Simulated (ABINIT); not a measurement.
**Quasiparticle gap of CsCaH3 (Pm-3m) in ABINIT**

Wanted: ground state, empty states, screening and self-energy for CsCaH3 (Pm-3m).

Method: LDA and many-body steps on it, plane waves, in ABINIT 10.8.3.

Report form: the programs' logs are mostly left out.

### Step 1. Set-up

The structure is cubic, space group Pm-3m (No. 221). Conventional cell: a = 4.621 Å, b = 4.621 Å, c = 4.621 Å, α = 90.00°, β = 90.00°, γ = 90.00°. Nearest to Cs lie 12 H at 3.27 Å. Nearest to Ca lie 6 H at 2.31 Å. Nearest to H lie 2 Ca at 2.31 Å and 8 H at 3.27 Å and 4 Cs at 3.27 Å. Farther neighbours are not listed.

The cell and positions are those that the Materials Project relaxed with its own functionals (PBE, PBE+U or r2SCAN), kept fixed. Spin-orbit coupling is left out unless a step names it.

### Step 2. Ground state

This step: ABINIT 10.8.3; DFT, LDA, plane waves, norm-conserving pseudopotentials.

The ground-state density comes first.

run.abi

```
acell 3*1.0 Angstrom
rprim 
  4.621186000000 0.000000000000 0.000000000000
  0.000000000000 4.621186000000 0.000000000000
  0.000000000000 0.000000000000 4.621186000000
ntypat 3
znucl 55 20 1
natom 5
typat 1 2 3 3 3
xred 
  0.000000000000 0.000000000000 0.000000000000
  0.500000000000 0.500000000000 0.500000000000
  0.500000000000 0.000000000000 0.500000000000
  0.000000000000 0.500000000000 0.500000000000
  0.500000000000 0.500000000000 0.000000000000
pp_dirpath "pseudos"
pseudos "Cs.upf, Ca.upf, H.upf"
ecut 31
ngkpt 4 4 4
nshiftk 1
shiftk 0 0 0
kptopt 1
chksymbreak 0
nband 17
occopt 1
tolvrs 1e-10
nstep 60
prtwf 0
optforces 0
optstress 0
indata_prefix "in"
outdata_prefix "out"
tmpdata_prefix "tmp"
```

Started as:

```sh
> OMP_NUM_THREADS=1 mpirun -n 4 abinit run.abi > log
```

It took 12 s on 4 MPI ranks of Arm Neoverse V2, shared host; peak memory 0.33 GiB.

Numbers from this step:

```
total energy               : -1739.2218 eV
gap                        : 2.810 eV
k of the valence top       : 0.5, 0.5, 0
k of the conduction bottom : 0.5, 0.5, 0
least direct gap           : 2.810 eV
```

The gap is direct, at (0.500, 0.500, 0.000).

### Step 3. Bands along the symmetry lines

Levels along a band path, at the cheap level, show where the edges lie and whether the meshes to come will hold them.

run.abi

```
acell 3*1.0 Angstrom
rprim 
  4.621186000000 0.000000000000 0.000000000000
  0.000000000000 4.621186000000 0.000000000000
  0.000000000000 0.000000000000 4.621186000000
ntypat 3
znucl 55 20 1
natom 5
typat 1 2 3 3 3
xred 
  0.000000000000 0.000000000000 0.000000000000
  0.500000000000 0.500000000000 0.500000000000
  0.500000000000 0.000000000000 0.500000000000
  0.000000000000 0.500000000000 0.500000000000
  0.500000000000 0.500000000000 0.000000000000
pp_dirpath "pseudos"
pseudos "Cs.upf, Ca.upf, H.upf"
ecut 31
iscf -2
irdden 1
kptopt 0
nkpt 50
kpt 
  0.00000000 0.00000000 0.00000000
  0.00000000 0.06250000 0.00000000
  0.00000000 0.12500000 0.00000000
  0.00000000 0.18750000 0.00000000
  0.00000000 0.25000000 0.00000000
  0.00000000 0.31250000 0.00000000
  0.00000000 0.37500000 0.00000000
  0.00000000 0.43750000 0.00000000
  0.00000000 0.50000000 0.00000000
  0.06250000 0.50000000 0.00000000
  0.12500000 0.50000000 0.00000000
  0.18750000 0.50000000 0.00000000
  0.25000000 0.50000000 0.00000000
  0.31250000 0.50000000 0.00000000
  0.37500000 0.50000000 0.00000000
  0.43750000 0.50000000 0.00000000
  0.50000000 0.50000000 0.00000000
  0.43750000 0.43750000 0.00000000
  0.37500000 0.37500000 0.00000000
  0.31250000 0.31250000 0.00000000
  0.25000000 0.25000000 0.00000000
  0.18750000 0.18750000 0.00000000
  0.12500000 0.12500000 0.00000000
  0.06250000 0.06250000 0.00000000
  0.00000000 0.00000000 0.00000000
  0.06250000 0.06250000 0.06250000
  0.12500000 0.12500000 0.12500000
  0.18750000 0.18750000 0.18750000
  0.25000000 0.25000000 0.25000000
  0.31250000 0.31250000 0.31250000
  0.37500000 0.37500000 0.37500000
  0.43750000 0.43750000 0.43750000
  0.50000000 0.50000000 0.50000000
  0.43750000 0.50000000 0.43750000
  0.37500000 0.50000000 0.37500000
  0.31250000 0.50000000 0.31250000
  0.25000000 0.50000000 0.25000000
  0.18750000 0.50000000 0.18750000
  0.12500000 0.50000000 0.12500000
  0.06250000 0.50000000 0.06250000
  0.00000000 0.50000000 0.00000000
  0.50000000 0.50000000 0.50000000
  0.50000000 0.50000000 0.43750000
  0.50000000 0.50000000 0.37500000
  0.50000000 0.50000000 0.31250000
  0.50000000 0.50000000 0.25000000
  0.50000000 0.50000000 0.18750000
  0.50000000 0.50000000 0.12500000
  0.50000000 0.50000000 0.06250000
  0.50000000 0.50000000 0.00000000
istwfk *1
nband 18
nbdbuf 2
tolwfr 1e-08
nstep 40
prtwf 0
prtvol 0
indata_prefix "in"
outdata_prefix "out"
tmpdata_prefix "tmp"
```

Wall time 32 s (4 MPI ranks); peak memory 0.35 GiB.

This step gave:

- gap: 2.810 eV
- k of the valence top: 0.5, 0.5, 0
- k of the conduction bottom: 0.5, 0.5, 0
- least direct gap: 2.810 eV

The gap is 2.810 eV, as in the run before at this level.

The electronic bands at the labelled points (eV, zero at the top of the highest filled band):

```csv
point,band 8,band 9,band 10,band 11,band 12,band 13,band 14,band 15
Γ,-6.86,-2.81,-0.67,-0.67,5.36,5.36,5.36,6.32
halfway,-6.84,-2.21,-0.54,-0.54,5.19,5.19,5.40,5.52
X,-6.83,-1.24,-0.88,-0.40,4.71,5.14,5.14,5.40
halfway,-6.80,-1.29,-0.47,-0.32,3.65,4.57,4.63,5.17
M,-6.78,-1.49,0.00,0.00,2.81,4.23,4.23,5.03
halfway,-6.82,-1.78,-0.56,-0.32,4.20,4.73,5.09,5.15
Γ,-6.86,-2.81,-0.67,-0.67,5.36,5.36,5.36,6.32
halfway,-7.03,-1.44,-0.42,-0.42,3.83,4.47,4.47,6.14
R,-7.16,-0.60,-0.60,-0.60,4.46,4.46,4.46,4.77
halfway,-7.00,-1.05,-0.52,-0.36,3.67,4.36,4.42,5.54
X,-6.83,-1.24,-0.88,-0.40,4.71,5.14,5.14,5.40
jump to R,-7.16,-0.60,-0.60,-0.60,4.46,4.46,4.46,4.77
halfway,-6.98,-1.10,-0.32,-0.32,3.59,4.37,4.37,5.12
M,-6.78,-1.49,0.00,0.00,2.81,4.23,4.23,5.03
```

### Step 4. Empty states on the mesh, 2×2×2 mesh, 55 bands

The sums over transitions need many empty states on a uniform mesh; this step solves for them.

run.abi

```
acell 3*1.0 Angstrom
rprim 
  4.621186000000 0.000000000000 0.000000000000
  0.000000000000 4.621186000000 0.000000000000
  0.000000000000 0.000000000000 4.621186000000
ntypat 3
znucl 55 20 1
natom 5
typat 1 2 3 3 3
xred 
  0.000000000000 0.000000000000 0.000000000000
  0.500000000000 0.500000000000 0.500000000000
  0.500000000000 0.000000000000 0.500000000000
  0.000000000000 0.500000000000 0.500000000000
  0.500000000000 0.500000000000 0.000000000000
pp_dirpath "pseudos"
pseudos "Cs.upf, Ca.upf, H.upf"
ecut 31
ngkpt 2 2 2
nshiftk 1
shiftk 0 0 0
kptopt 1
chksymbreak 0
iscf -2
irdden 1
istwfk *1
nband 55
nbdbuf 4
tolwfr 1e-09
nstep 60
prtvol 0
indata_prefix "in"
outdata_prefix "out"
tmpdata_prefix "tmp"
```

Run time: 10 s. Hardware: 4 MPI ranks; peak memory 0.3 GiB.

Numbers from this step:

| Item | Value |
| --- | --- |
| gap | 2.810 eV |
| k of the valence top | 0.5, 0.5, 0 |
| k of the conduction bottom | 0.5, 0.5, 0 |
| least direct gap | 2.810 eV |
| k points computed | 4 |
| lowest point of the top converged band, above the valence top | 23.41 eV |

On this mesh the gap is 2.810 eV.

### Step 5. Screening, 2×2×2 mesh, 51 bands, screening to 87.1 eV

The RPA dielectric matrix is built and inverted for each q.

This step: RPA screening on LDA, plane waves, norm-conserving pseudopotentials.

Changes to run.abi since step 4:

```diff
@@ -23,10 +23,11 @@
 chksymbreak 0
-iscf -2
-irdden 1
 istwfk *1
-nband 55
-nbdbuf 4
-tolwfr 1e-09
-nstep 60
-prtvol 0
+occopt 1
+irdwfk 1
+optdriver 3
+nband 51
+ecuteps 3.2
+inclvkb 2
+awtr 1
+symchi 1
 indata_prefix "in"
```

Wall time 4.9 s (4 MPI ranks); peak memory 0.63 GiB; 19 s of CPU time.

Numbers from this step:

* ε∞ with local fields, on this mesh, along the program's q direction: 4.326
* the same without local fields: 4.886
* plasma frequency: 17.53 eV
* plane waves in the screening matrix: 179

Local fields lower ε∞ by 11 %. On a Γ-centred mesh this coarse the value itself is usually too large, while a short band sum pulls it down.

### Step 6. Self-energy, 2×2×2 mesh, 51 bands, screening to 87.1 eV

The self-energy is evaluated for the states that the input lists, and the levels follow from it, in one-shot runs by the linearised quasiparticle equation.

This step: G0W0 on LDA, plane waves, norm-conserving pseudopotentials.

Changes to run.abi since step 5:

```diff
@@ -26,8 +26,17 @@
 irdwfk 1
-optdriver 3
+optdriver 4
 nband 51
+gwcalctyp 0
+ecutsigx 31
+symsigma 1
+nkptgw 2
+kptgw 
+  0.5000000000 0.5000000000 0.0000000000
+  0.0000000000 0.0000000000 0.0000000000
+bdgw 
+  10 14
+  10 14
 ecuteps 3.2
-inclvkb 2
-awtr 1
-symchi 1
+irdscr 1
+ppmodel 1
 indata_prefix "in"
```

Run time: 4 s. Hardware: 4 MPI ranks; peak memory 0.6 GiB.

This step gave:

| Property | Result |
| --- | --- |
| G0W0 gap on the points computed | 5.047 eV |
| starting gap on the mesh | 2.810 eV |
| k of the valence top | 0.5, 0.5, 0 |
| k of the conduction bottom | 0.5, 0.5, 0 |
| Z at the valence top | 0.783 |
| Z at the conduction bottom | 0.823 |
| least direct G0W0 gap on the computed points | 5.047 eV |

The gap on the mesh goes from 2.81 eV to 5.05 eV, a correction of +2.24 eV.

Limits: finite bands, cutoff and mesh; no spin-orbit coupling; coarse k mesh. v1 is the top filled band, c1 the lowest empty one. Levels before and after the correction, in eV, zero at the valence-band top of each column:

```csv
,conduction bottom,valence top
Kohn-Sham,2.81,0.00
G0W0,5.05,0.00
```

```csv
,level,energy (eV)
Kohn-Sham,(0.5 0.5 0) v2-v1,0.000
Kohn-Sham,(0.5 0.5 0) c1,2.810
Kohn-Sham,(0.5 0.5 0) c2-c3,4.233
G0W0,(0.5 0.5 0) v2-v1,0.000
G0W0,(0.5 0.5 0) c1,5.047
G0W0,(0.5 0.5 0) c2-c3,6.992
```

### Step 7. Where the time went

Times are wall times on 4 MPI ranks of Arm Neoverse V2, shared host, good to a factor of about two.

```csv
step,time,share,memory (GiB)
ground state,12 s,19 %,0.33
bands along the symmetry lines,32 s,51 %,0.35
empty states on the mesh,10 s,16 %,0.3
screening,4.9 s,8 %,0.63
self-energy,4 s,6 %,0.6
```

### Step 8. Results

```yaml
lda_gap: 2.81 eV, direct
g0w0_gap_on_the_mesh: 5.05 eV
gw_settings: 2×2×2 mesh, 51 bands, screening to 87.1 eV, Godby-Needs plasmon pole
known_limits: not at the basis limit; no spin-orbit coupling; coarse k mesh
```

G0W0 moves the gap on the mesh from 2.81 eV to 5.05 eV (+2.24 eV), with Z of 0.78 and 0.82 at the edges. Local fields lower the RPA ε∞ on this mesh from 4.89 to 4.33; a Γ-centred mesh this coarse tends to raise both, most where the direct gap is narrow, while a short band sum lowers them. Only 2 of the mesh's irreducible points were corrected, so a valley elsewhere could overtake. The dearest step here is «bands along the symmetry lines». Bands and cutoff are finite, so the gap is not at the basis limit. The miss can reach some tenths of an eV and take either sign; the mesh is an error of its own. In the G0W0 run levels were corrected at 2 k points alone, so a gap called «on the mesh» is the least over those, and an edge elsewhere would be missed. The 2×2×2 mesh is coarse for this cell, which bears on the long-range parts of exchange and screening. This is the ideal cubic cell; many perovskites, halides above all, are cubic only on average, and local tilts or off-centring can widen the gap. The many-body steps are scalar-relativistic: spin-orbit coupling is not in them.

[Paths, hosts, dates, memory and timing lines, banners, echoed tables and standing remarks are left out of the program output.]

[Logs are printed without paths, hosts, clocks, repeated set-up lines and the standing remarks that a program may print on its own settings, such as how far it seeks lower states.]

[Runs of the session that timed out or met a known fault of the program may be left out.]

[Hosts, paths, dates, database ids (printed as entryN), source tags and the programs' standing remarks are cut or masked in the printed files.]

[G0W0 gaps are taken among the corrected bands and points alone; a level outside them can change the order at an edge.]

[Where Ansatz stands beside ABINIT at settings called matched, ABINIT's density can come from a denser mesh and the files from another edition; pairs whose starting gaps differed by over 0.03 eV were left out, so agreement reads better than it is.]
